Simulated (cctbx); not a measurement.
## Solving a structure by charge flipping

Cell a = 5.5540 Å, b = 5.5540 Å, c = 5.5540 Å, α = 90.00°, β = 90.00°, γ = 90.00°; space group Pm-3m (no. 221); content Ba3 Zn1.

The data are simulated with cctbx, not measured: synchrotron X-rays, λ = 0.6889 Å, to d = 0.65 Å, 80 % of the full sphere, strongest reflection 40000 counts, noise from counting, a 1.5 % proportional error and a noise floor of 4 counts (s.d.); no absorption.

Charge flipping in P1 on plain amplitudes to 0.65 Å, δ = 1 σ, 10 % of the reflections treated as weak, 100 cycles:

```text
cycle      R  skewness
    0  0.460     0.51
    8  0.375     1.88
   16  0.363     1.89
   24  0.365     1.98
   32  0.368     1.93
   40  0.361     1.99
   48  0.387     1.98
   56  0.362     1.95
   64  0.369     1.97
   72  0.353     1.98
   80  0.365     2.00
   88  0.363     2.04
   96  0.359     2.03
origin shift          correlation  skewness
-0.018  0.699  0.438      0.844      2.46
-0.018  0.699  0.938      0.844      2.25
-0.018  0.199  0.938      0.844      2.78
-0.018  0.199  0.437      0.841      2.45
taken: symmetry correlation 0.844, skewness 2.78
peak      x       y       z  mult  height/sigma
Q1    0.5000  0.5000  0.5000    1     18.9
Q2    0.0000  0.0000  0.5000    3     12.0
Q3    0.3231  0.3231  0.3231    8      2.0
Q4    0.1033  0.2480  0.5000   24      1.9
Q5    0.0000  0.1462  0.1462   12      1.7
Q6    0.2778  0.5000  0.5000    6      1.7
Q7    0.0000  0.0000  0.2747    6      1.5
```

The origin is taken among those within 0.04 of the best correlation, by the skewness of the map.

It took 2.9 s on 1 thread of Arm Neoverse V2, with other jobs on the host, peak memory 0.07 GiB.

**Question.** Which peaks are atoms, and which elements?

Heights follow Z only loosely here, so the multiplicities, which must add up to the content, decide. First model: Q1 = Zn1 (1 in the cell, height 18.9) and Q2 = Ba1 (3 in the cell, height 12.0). Against the true structure, Q1 is Zn and Q2 is Ba; the other peaks are not atoms.

Least squares on F², isotropic:

```text
Rint 0.016, 95 unique reflections to 0.65 A
cycle     R1     wR2    GooF  max shift (A)
   1  0.0835  0.1671  20.702   0.00000
   2  0.0033  0.0076   0.941   0.00000
final R1 0.0033 wR2 0.0076 GooF 0.941  parameters 2  data/parameter 47.5
atom        x        y        z      Ueq    occ   su(xyz)  su(Uiso or U11)
Zn1    0.50000  0.50000  0.50000   0.0203  1.000  0.00000  0.0001
Ba1    0.00000  0.00000  0.50000   0.0139  1.000  0.00000  0.0000
difference map: max 0.13 min -0.12 rms 0.03
Q1    0.3466  0.3466  0.3466    8    0.14  1.48 A from Zn1
Q2    0.0000  0.0000  0.0000    1    0.13  2.78 A from Ba1
Q3    0.2821  0.2821  0.5000   12    0.11  1.71 A from Zn1
Q4    0.0000  0.0000  0.3585    6    0.11  0.79 A from Ba1
Q5    0.1913  0.1913  0.1913    8    0.09  2.28 A from Ba1
```

Anisotropic refinement:

```text
Rint 0.016, 95 unique reflections to 0.65 A
cycle     R1     wR2    GooF  max shift (A)
   1  0.0034  0.0076   0.946   0.00000
final R1 0.0033 wR2 0.0076 GooF 0.941  parameters 3  data/parameter 31.7
atom        x        y        z      Ueq    occ   su(xyz)  su(Uiso or U11)
Zn1    0.50000  0.50000  0.50000   0.0203  1.000  0.00000  0.0001
Ba1    0.00000  0.00000  0.50000   0.0139  1.000  0.00000  0.0000
difference map: max 0.13 min -0.12 rms 0.03
Q1    0.3458  0.3458  0.3458    8    0.14  1.48 A from Zn1
Q2    0.0000  0.0000  0.0000    1    0.13  2.78 A from Ba1
Q3    0.2822  0.2822  0.5000   12    0.11  1.71 A from Zn1
Q4    0.0000  0.0000  0.3647    6    0.11  0.75 A from Ba1
Q5    0.1913  0.1913  0.1913    8    0.09  2.28 A from Ba1
Q6    0.0000  0.4133  0.4133   12    0.09  2.35 A from Ba1
```

**Reading.** The refinement ends at R1 = 0.0033, wR2 = 0.0076, GooF = 0.94, with difference density between -0.12 and 0.13 e/Å³. Every site matches the true model in element, within 0.001 Å r.m.s., up to an allowed shift of origin.

True model:

```csv
atom,mult.,x,y,z,Ueq (Å²)
Ba1,3,0,1/2,1/2,0.0139
Zn1,1,0,0,0,0.0203
```

The model is made up (kin elements in a known structure type, no relaxation), so it says nothing on whether the phase exists.

[Middle refinement cycles are left out of these outputs.]

[Logs are printed without paths, hosts, clocks, repeated set-up lines and the standing remarks that a program may print on its own settings, such as how far it seeks lower states.]
